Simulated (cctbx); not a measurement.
**Which space group?**

Cell: a = 4.1510 Å, b = 4.1510 Å, c = 4.1510 Å, α = 90.00°, β = 90.00°, γ = 90.00°. Expected content of the cell: Pt3 Sc1 C1.

The data are simulated with cctbx, not measured: Mo Kα, λ = 0.71073 Å, to d = 0.75 Å, 70 % of the full sphere, strongest reflection 5000 counts, noise from counting, a 4 % proportional error and a noise floor of 2 counts (s.d.); no absorption.

Tests on the unmerged data give:

```text
517 reflections to d = 0.758 A
centring   violations  <I/sigma> of those
    A        262 of   262     10.3
    B        274 of   274     10.3
    C        266 of   266     10.4
    I        262 of   262     13.5
    R        337 of   337     13.1
    F        401 of   401     10.3
Laue class    unique    Rint  (classes that these axes allow; Friedel mates merged)
P -1              337   0.030
P 1 2/m 1         207   0.035
P 1 1 2/m         209   0.034
P 2/m 1 1         204   0.034
P m m m           132   0.038
P 4/m             108   0.039
P 4/m m m          76   0.041
R -3 :R           125   0.039
R -3 m :R          80   0.040
P m -3             46   0.042
P m -3 m           33   0.043
space group    extra absences  I>4sigma  <I/sigma>
P 4 3 2                 0          0         -  acentric
P -4 3 m                0          0         -  acentric
P m -3 m                0          0         -  centric
Wilson B = 0.66 A^2   <|E^2-1|> = 0.777 (0.968 centric, 0.736 acentric)   E^2>4: 0.0 %
shell (A)         n   <I/sigma>
 4.15 - 1.09     14     49.0
 1.09 - 0.87      9     51.4
 0.87 - 0.76     10     45.5
```

**Question.** What are the lattice type, the Laue class and the likely space group?

Every centring test has many violations, so the lattice is primitive.

Rint stays low (0.030 to 0.043) up to P m -3 m, the highest class in these axes.

3 settings pass the absence test. No glide or screw absences show, which leaves P 4 3 2, P -4 3 m and P m -3 m.

⟨|E²−1|⟩ = 0.777 leans to a non-centrosymmetric structure. Here that hint misleads: the statistic assumes many like atoms on general positions, and few, heavy or special-position atoms break it. The Wilson B of 0.66 Å² means U ≈ 0.0084 Å².

The true group is Pm-3m (no. 221), Laue class m-3m, centrosymmetric. The tables only narrow the choice to the tied entries; cell content, site symmetry and trial solutions must settle it.

The model was made for the exercise: a known structure type with other elements put in, its volume estimated, not relaxed; displacement parameters are assumed.

[Logs are printed without paths, hosts, clocks, repeated set-up lines and the standing remarks that a program may print on its own settings, such as how far it seeks lower states.]
